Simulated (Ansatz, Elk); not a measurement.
**Ca3Fe: X-ray structure factors from the self-consistent density**

Structure refinements treat a crystal as free atoms side by side. For a made-up structure of Ca3Fe (cell and positions from a PBEsol relaxation) the runs below show what the calculated density changes in F(hkl).

Program: Elk 11.2.3 (patched build). Level of theory: DFT, PBE, all-electron APW+lo, Dirac cores, scalar-relativistic bands, static density, ferromagnetic start. Results are calculated unless marked as measured.

The structure was built from a prototype and need not be the compound's stable phase.

## Step 1: The starting structure

Symmetry: P6_3/mmc, No. 194, hexagonal system. Conventional cell: a = 7.048 Å, b = 7.048 Å, c = 5.318 Å, α = 90.00°, β = 90.00°, γ = 120.00°. Nearest to Fe lie 12 Ca at 3.27 to 3.53 Å. Ca has 4 Fe at 3.27 to 3.53 Å and 6 Ca at 3.29 to 3.43 Å nearest. Farther neighbours are not listed.

## Step 2: Ground state and structure factors

An all-electron density is needed, since X-rays see the cores too. Task 0 finds the density and task 195 Fourier-transforms it; tshift is off so that phases refer to the origin typed.

Contents of elk.in:

```
tasks
  0
  195
  196

xctype
  20

spinpol
  .true.

rgkmax
  7.0

gmaxvr
  14.0

lmaxo
  7

lmaxapw
  8

swidth
  0.002

tshift
  .false.

ramdisk
  .false.

hmaxvr
  5.5

maxscl
  120

epspot
  1e-06

reducebf
  0.8

sppath
  './'

avec
  13.31838994957 0.00000000000 0.00000000000
  -6.65919497479 11.53406403384 -0.00000000000
  0.00000000000 -0.00000000000 10.04947751458

atoms
  2
  'Fe.in'
  2
  0.6666666667 0.3333333333 0.7500000000   0.000000 0.000000 -0.140000
  0.3333333333 0.6666666667 0.2500000000   0.000000 0.000000 -0.140000
  'Ca.in'
  6
  0.6441018643 0.8220509321 0.7500000000   0.000000 0.000000 0.000000
  0.8220509321 0.1779490679 0.2500000000   0.000000 0.000000 0.000000
  0.1779490679 0.3558981357 0.7500000000   0.000000 0.000000 0.000000
  0.3558981357 0.1779490679 0.2500000000   0.000000 0.000000 0.000000
  0.1779490679 0.8220509321 0.7500000000   0.000000 0.000000 0.000000
  0.8220509321 0.6441018643 0.2500000000   0.000000 0.000000 0.000000

ngridk
  3 3 4
```

Command:

```
OMP_NUM_THREADS=4 elk
```

Numbers of over 12 decimals in the logs are rounded to 6 here.

Log:

```text
┌─────────────────────────┐
│ Elk code version 11.2.3 │
└─────────────────────────┘

All units are atomic (Hartree, Bohr, etc.)

┌─────────────────────────────────────────────────┐
│ Ground-state run starting from atomic densities │
└─────────────────────────────────────────────────┘

Lattice vectors :
   13.31838995       0.000000000       0.000000000
  -6.659194975       11.53406403      -0.000000000
   0.000000000      -0.000000000       10.04947751

Reciprocal lattice vectors :
  0.4717676334      0.2723751701       0.000000000
  -0.000000000      0.5447503403       0.000000000
  -0.000000000       0.000000000      0.6252250725

Unit cell volume      :    1543.752122
Brillouin zone volume :   0.1606800794

Muffin-tin inner radius fraction :   0.1000000000E-01

Nuclei treated as point charges

Species : 1 (Fe)
 parameters loaded from : Fe.in
 name : iron
 nuclear charge    :   -26.00000000
 electronic charge :    26.00000000
 atomic mass :    101799.2075
 muffin-tin radius :    2.400000000
 number of radial points in muffin-tin :    993
 inner part over the whole radius :   0.9896234358E-02
 number on inner part of muffin-tin    :    700
 approximate nuclear radius :   0.7160107270E-04
 number of mesh points to nuclear radius :    332
 atomic positions (lattice), magnetic fields (Cartesian) :
  1 :  -0.33333333  0.33333333 -0.25000000    0.00000000  0.00000000 -0.14000000
  2 :   0.33333333 -0.33333333  0.25000000    0.00000000  0.00000000 -0.14000000

Species : 2 (Ca)
 parameters loaded from : Ca.in
 name : calcium
 nuclear charge    :   -20.00000000
 electronic charge :    20.00000000
 atomic mass :    73057.72475
 muffin-tin radius :    2.400000000
 number of radial points in muffin-tin :    993
 inner part over the whole radius :   0.9970789793E-02
 number on inner part of muffin-tin    :    698
 approximate nuclear radius :   0.6614485811E-04
 number of mesh points to nuclear radius :    321
 atomic positions (lattice), magnetic fields (Cartesian) :
  1 :  -0.35589814 -0.17794907 -0.25000000    0.00000000  0.00000000  0.00000000
  2 :  -0.17794907  0.17794907  0.25000000    0.00000000  0.00000000  0.00000000
  3 :   0.17794907  0.35589814 -0.25000000    0.00000000  0.00000000  0.00000000
  4 :   0.35589814  0.17794907  0.25000000    0.00000000  0.00000000  0.00000000
  5 :   0.17794907 -0.17794907 -0.25000000    0.00000000  0.00000000  0.00000000
  6 :  -0.17794907 -0.35589814  0.25000000    0.00000000  0.00000000  0.00000000

Total number of atoms per unit cell :    8
Total muffin-tin volume :    463.2466863
 ratio of muffin-tin to unit cell volume :   0.3000784128

Spin treatment :
 spin-polarised
 global magnetic field (Cartesian) :    0.000000000       0.000000000       0.000000000
 collinear magnetisation in z-direction

Number of Bravais lattice symmetries :   24
Number of crystal symmetries         :   24
Crystal has inversion symmetry
Real symmetric eigensolver will be used

k-point grid :      3     3     4
k-point offset :    0.000000000       0.000000000       0.000000000
k-point set is reduced with full crystal symmetry group
Total number of k-points :        9

Muffin-tin radius times maximum |G+k| :    7.000000000
 using average radius
Maximum |G+k| for APW functions       :    2.916666667
Maximum (1/2)|G+k|²                   :    4.253472222
Maximum |G| for potential and density :    14.00000000
Constant for pseudocharge density :    8
 order of it for each species :   15  15
 order of it for pair densities of each species (exact exchange by exxq0 0: 16) :   10  10
Radial integration step length :    1

G-vector grid sizes :     60    60    45
Number of G-vectors :    71631

Maximum angular momentum used for
 APW functions            :    8
 outer part of muffin-tin :    7
 inner part of muffin-tin :    2

Total nuclear charge    :   -172.0000000
Total core charge       :    80.00000000
Total valence charge    :    92.00000000
Total excess charge     :    0.000000000
Total electronic charge :    172.0000000

[...]
species : 1 (Fe)
[...]
species : 2 (Ca)
[...]
total in muffin-tins        :    2.115146693
 total moment                :    1.216886031

RMS change in Kohn-Sham potential (target) :    2.564399713     (  0.1000000000E-05)
Absolute change in total energy (target)   :    1.114764502     (  0.1000000000E-03)

[... loops 3 to 26 left out ...]

┌──────────────────┐
│ Loop number : 27 │
└──────────────────┘

Energies :
 Fermi                       :     0.158107
 sum of occupied eigenvalues :     -3863.2181114049
 electron kinetic            :      6694.1041048285
 core electron kinetic       :      6145.3897243601
 Coulomb                     :     -12993.102895492
 Coulomb potential           :     -10131.251488139
 nuclear-nuclear             :     -922.04179586450
 electron-nuclear            :     -14033.007934519
 Hartree                     :      1961.9468348916
 Madelung                    :     -7927.4771514224
 xc potential                :     -425.76136071029
 xc effective B-field        :    -0.309360
 external B-field            :      0.000000
 exchange                    :     -321.55841659247
 correlation                 :     -7.276750
 electron entropic           :    -0.48586908301219E-02
 total energy                :     -6627.8388164458
 (external B-field energy excluded from total)

Density of states at Fermi energy :    375.9548029
 (states/Hartree/unit cell)

Estimated indirect band gap :   0.4250820149E-03
 from k-point 8 to k-point 9
Estimated direct band gap   :   0.2351203354E-02
 at k-point 3

Charges :
 core                        :    80.00000000
 valence                     :    92.00000000
 interstitial                :    13.45249872
 muffin-tins (core leakage)
  species : 1 (Fe)
[...]
species : 2 (Ca)
[...]
total in muffin-tins        :    158.5475013
 total calculated charge     :    172.0000112
 total charge                :    172.0000000
 error                       :   0.1120107063E-04

Moments :
 interstitial                :  -0.9146952684
 muffin-tins
  species : 1 (Fe)
[...]
species : 2 (Ca)
[...]
total in muffin-tins        :    4.999735734
 total moment                :    4.085040465

RMS change in Kohn-Sham potential (target) :   0.3657034889E-06 (  0.1000000000E-05)
Absolute change in total energy (target)   :   0.3716968331E-04 (  0.1000000000E-03)

Convergence targets achieved

┌──────────────────┐
│ Loop number : 28 │
└──────────────────┘

Energies :
 Fermi                       :     0.158107
 sum of occupied eigenvalues :     -3863.2180949911
 electron kinetic            :      6694.1040783236
 core electron kinetic       :      6145.3897349162
 Coulomb                     :     -12993.102854097
 Coulomb potential           :     -10131.251513145
 nuclear-nuclear             :     -922.04179586450
 electron-nuclear            :     -14033.007827179
 Hartree                     :      1961.9467689468
 Madelung                    :     -7927.4770975244
 xc potential                :     -425.76129282608
 xc effective B-field        :    -0.309360
 external B-field            :      0.000000
 exchange                    :     -321.55841215247
 correlation                 :     -7.276750
 electron entropic           :    -0.48586881427921E-02
 total energy                :     -6627.8387970023
 (external B-field energy excluded from total)

Density of states at Fermi energy :    375.9549884
 (states/Hartree/unit cell)

Estimated indirect band gap :   0.4251377987E-03
 from k-point 8 to k-point 9
Estimated direct band gap   :   0.2351132146E-02
 at k-point 3

Charges :
 core                        :    80.00000000
 valence                     :    92.00000000
 interstitial                :    13.45249980
 muffin-tins (core leakage)
  species : 1 (Fe)
[...]
species : 2 (Ca)
[...]
atom 4                    :    18.19813960     ( -0.1986902198E-06)
   atom 5                    :    18.19813960     ( -0.1986902198E-06)
   atom 6                    :    18.19813960     ( -0.1986902198E-06)
 total in muffin-tins        :    158.5475002
 total calculated charge     :    172.0000112
 total charge                :    172.0000000
 error                       :   0.1120165246E-04

Moments :
 interstitial                :  -0.9147464877
 muffin-tins
  species : 1 (Fe)
[...]
species : 2 (Ca)
[...]
atom 4                    :  -0.8329829608E-01
   atom 5                    :  -0.8329829608E-01
   atom 6                    :  -0.8329829608E-01
 total in muffin-tins        :    4.999705785
 total moment                :    4.084959297

┌──────────────────────────────┐
│ Self-consistent loop stopped │
└──────────────────────────────┘

Wrote STATE.OUT
```

Run time: 7.1 min. Hardware: 4 threads of Arm Neoverse V2, shared host; peak memory 0.71 GiB; 20 min of CPU time.

SFACRHO.OUT:

```text

h k l indices transformed by vhmat matrix:
   1.000000000       0.000000000       0.000000000    
   0.000000000       1.000000000       0.000000000    
   0.000000000       0.000000000       1.000000000    

      h      k      l  multipl.   |H|            Re(F)            Im(F)           |F|

      0      0      0      1   0.0000000       172.00000     -0.33004708E-16   172.00000    
      0     -1      0      6  0.54475034      -15.248093     -0.93729407E-14   15.248093    
      0      0     -1      2  0.62522507      0.86964275E-14  0.53559661E-14  0.10213434E-13
     -1      0     -1      6  0.82925227      -6.1429453      0.53559661E-14   6.1429453    
     -1      0      1      6  0.82925227       6.1429453     -0.66949576E-14   6.1429453    
     -1     -1      0      6  0.94353527       13.941825     -0.14059411E-13   13.941825    
      0     -2      0      6   1.0895007      -66.587739      0.53559661E-14   66.587739    
      2     -1     -1     12   1.1318857     -0.80732883E-08  0.26779830E-14  0.80732883E-08
      0      0      2      2   1.2504501      -128.83502     -0.46725696E-15   128.83502    
      0     -2      1      6   1.2561521       109.84232      0.12050924E-13   109.84232    
      2      0     -1      6   1.2561521      -109.84232     -0.40169746E-14   109.84232    
      1      0     -2      6   1.3639569       12.377039      0.53559661E-14   12.377039    
      1      0      2      6   1.3639569       12.377039      -0.0000000       12.377039    
      2      1      0     12   1.4412739       7.5725742     -0.53559661E-14   7.5725742    
     -1     -1     -2     12   1.5664879      -11.816048      0.10377184E-13   11.816048    
      1      2      1     12   1.5710433       17.268359      0.80339491E-14   17.268359    
      2      1      1     12   1.5710433      -17.268359     -0.10711932E-13   17.268359    
     -3      3      0      6   1.6342510       9.5018649     -0.73644534E-13   9.5018649
```

Elk indexes on the primitive cell of elk.in and gives |H| = 4π sin θ/λ in inverse bohr. Below, one row stands for each form hkl of the conventional cell (m members, Friedel mates merged), F is for one primitive cell and the density is static (no thermal factor). Free-atom factors are Waasmaier and Kirfel's, and R is Σm||F|−|F'||/Σm|F|.

```
hkl   m  sin θ/λ (Å⁻¹)  abs F, DFT  neutral atoms   diff.
100   6          0.082      15.248         15.071  +0.177
001   2          0.094       0.000          0.000  +0.000
101  12          0.125       6.143          6.024  +0.119
110   6          0.142      13.942         13.748  +0.194
200   6          0.164      66.588         66.434  +0.153
111  12          0.170       0.000          0.000  +0.000
002   2          0.188     128.835        128.734  +0.101
201  12          0.189     109.842        109.751  +0.091
102  12          0.205      12.377         12.581  -0.204
210  12          0.217       7.573          7.363  +0.210
112  12          0.236      11.816         12.199  -0.383
211  24          0.236      17.268         17.495  -0.226
300   6          0.246       9.502          9.703  -0.201
202  12          0.249      56.703         56.596  +0.106
301  12          0.263      21.098         21.073  +0.025
003   2          0.282       0.000          0.000  +0.000
220   6          0.284     103.046        102.811  +0.235
212  24          0.287       6.306          6.149  +0.157
103  12          0.294       5.249          5.345  -0.096
310  12          0.295      12.662         12.646  +0.016
221  12          0.299       0.000          0.000  +0.000
302  12          0.309       8.745          8.915  -0.170
```

## Step 3: The magnetisation density

The same run holds the spin density, and task 196 transforms it. The order is that of the start, and no other was tried.

SFACMAG_1.OUT:

```text

h k l indices transformed by vhmat matrix:
   1.000000000       0.000000000       0.000000000    
   0.000000000       1.000000000       0.000000000    
   0.000000000       0.000000000       1.000000000    

      h      k      l  multipl.   |H|            Re(F)            Im(F)           |F|

      0      0      0      1   0.0000000       4.0849595     -0.27339819E-17   4.0849595    
      0     -1      0      6  0.54475034      -2.2959279      0.20294090E-14   2.2959279    
      0      0     -1      2  0.62522507      0.28766425E-15 -0.15691307E-16  0.28809189E-15
     -1      0     -1      6  0.82925227      -4.3530559      0.28192048E-14   4.3530559    
     -1      0      1      6  0.82925227       4.3530559     -0.26466004E-14   4.3530559    
     -1     -1      0      6  0.94353527       4.9723952      0.32755603E-14   4.9723952    
      0     -2      0      6   1.0895007      -1.9932612      0.17626568E-14   1.9932612    
      2     -1     -1     12   1.1318857     -0.25977179E-08  0.31173396E-14  0.25977179E-08
      0      0      2      2   1.2504501      -3.9163480     -0.21241459E-17   3.9163480    
      0     -2      1      6   1.2561521       3.4557099      0.56475629E-14   3.4557099    
      2      0     -1      6   1.2561521      -3.4557099      0.49113791E-14   3.4557099    
      1      0     -2      6   1.3639569       1.9632898      0.17626568E-14   1.9632898    
      1      0      2      6   1.3639569       1.9632898      0.14043720E-14   1.9632898    
      2      1      0     12   1.4412739      -1.7170999     -0.26047569E-14   1.7170999    
     -1     -1     -2     12   1.5664879      -3.3130378     -0.55802210E-15   3.3130378    
      1      2      1     12   1.5710433       2.8135812      0.21366330E-14   2.8135812
```

The total moment is 4.08 μB a cell; sphere moments: Fe1 +2.75, Fe2 +2.75, Ca3 -0.08, Ca4 -0.08, Ca5 -0.08, Ca6 -0.08, Ca7 -0.08, Ca8 -0.08 μB. Polarised neutrons measure spin and orbital magnetisation together; without spin-orbit coupling the run gives the spin part:

```
hkl  sin θ/λ (Å⁻¹)  abs F_M (μB)
100          0.082         2.296
001          0.094         0.000
101          0.125         4.353
110          0.142         4.972
200          0.164         1.993
111          0.170         0.000
002          0.188         3.916
201          0.189         3.456
102          0.205         1.963
210          0.217         1.717
112          0.236         3.313
211          0.236         2.814
300          0.246         3.042
202          0.249         1.471
```

[end of part 1 of 2]

[Logs are printed without paths, hosts, clocks, repeated set-up lines and the standing remarks that a program may print on its own settings, such as how far it seeks lower states.]

[Hosts, paths, dates, database ids (printed as entryN), source tags and the programs' standing remarks are cut or masked in the printed files.]
